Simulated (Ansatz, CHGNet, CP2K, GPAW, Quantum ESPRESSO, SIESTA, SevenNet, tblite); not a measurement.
## Finding the fault: GPAW, random packing of B86H14 (at. %) (90 atoms)

Program: GPAW 26.7.0, a calculation on a cell of 77 B and 13 H, 7.85 Å³ an atom.

Contents of run.py:

```python
import numpy as np
from ase.io import read
from gpaw import GPAW, FermiDirac

atoms = read("structure.xyz")
atoms.calc = GPAW(
    mode="lcao",
    basis="tzp",
    h=0.2,
    xc="PBE",
    kpts={"size": (1, 1, 1), "gamma": True},
    occupations=FermiDirac(0.05),
    maxiter=60,
    symmetry={"point_group": False},
    txt="gpaw.txt",
)
energy = atoms.get_potential_energy(force_consistent=True)
forces = atoms.get_forces()
print(f"energy {energy:.6f} eV")
print("forces (eV/A)")
for i, (a, f) in enumerate(zip(atoms, forces)):
    print(f"{i:4d} {a.symbol:2s} {f[0]:10.5f} {f[1]:10.5f} {f[2]:10.5f}")
print(f"Fermi level {atoms.calc.get_fermi_level():.4f} eV")
for k in range(len(atoms.calc.get_ibz_k_points())):
    for s in range(atoms.calc.get_number_of_spins()):
        e = atoms.calc.get_eigenvalues(kpt=k, spin=s)
        n = np.searchsorted(e, atoms.calc.get_fermi_level())
        print(f"k {k} spin {s} levels about the Fermi level:", np.round(e[max(n - 6, 0):n], 4).tolist(), "|", np.round(e[n:n + 6], 4).tolist())
```

Contents of structure.xyz:

```xyz
90
Lattice="8.90670 0.00000 0.00000 0.00000 8.90670 0.00000 0.00000 0.00000 8.90670" Properties=species:S:1:pos:R:3 pbc="T T T"
B 7.78775 0.82672 2.86689
B 6.16272 1.72398 4.08283
B 5.98797 7.62503 1.78838
B 0.01496 3.16927 0.66765
B 6.39082 3.71739 2.79697
B 8.56361 0.32305 8.24297
B 5.55457 3.87441 0.42191
B 6.67245 3.82311 5.94602
B 8.10813 7.65433 0.02850
B 7.07459 3.12625 4.32242
[... 76 atom lines left out ...]
H 5.40494 5.16384 2.64244
H 2.89486 8.17599 1.49321
H 7.83273 5.82471 7.01759
H 3.72407 4.95017 3.50176
```

On the command line:

```sh
$ OMP_NUM_THREADS=1 python run.py > output.txt
```

The program printed:

```text
FileNotFoundError: Could not find required basis set file "B.tzp.basis".
You need to set the GPAW_SETUP_PATH environment variable to point to
the directories where PAW dataset and basis files are stored.  See
for details.
```

gpaw.txt:

```text
Input parameters:
  mode=LCAO(),
  basis={'default': 'tzp'},
  h=0.2,
  kpts=MonkhorstPack(size=(1, 1, 1), gamma=True),
  maxiter=60,
  occupations=Occupations(name='fermi-dirac', width=0.05, fixmagmom=False),
  symmetry=Symmetry(point_group=False),
  xc=XC(name='PBE')
timing:  # [seconds]
  Total: 0.035  # ━━━━━━━━━━━━━━━━━━━━━━━━━━━━━━━━━━━━━━━━━━━━━━━━━━━━━━━━━━━
  Init:  0.016  # ━━━━━━━━━━━━━━━━━━━━━━━━━━━╸
```

Wall time 1.3 s (1 thread of Arm Neoverse V1, shared host); peak memory 0.1 GiB.

Banners, paths, timers and routine set-up lines are dropped from the logs unmarked, and long logs keep their key lines alone; longer cuts are marked.

**Question.** Which part of the input is at fault, and how is it mended?

A basis that isn't there: basis tzp. The sound run has basis dzp.

The program stopped at the start.

[Also dropped from logs without a mark: logging warnings of Python, and SIESTA's first energy breakdown and zero terms.]

[Logs are printed without paths, hosts, clocks, repeated set-up lines and the standing remarks that a program may print on its own settings, such as how far it seeks lower states.]

[Hosts, paths, dates, database ids (printed as entryN), source tags and the programs' standing remarks are cut or masked in the printed files.]
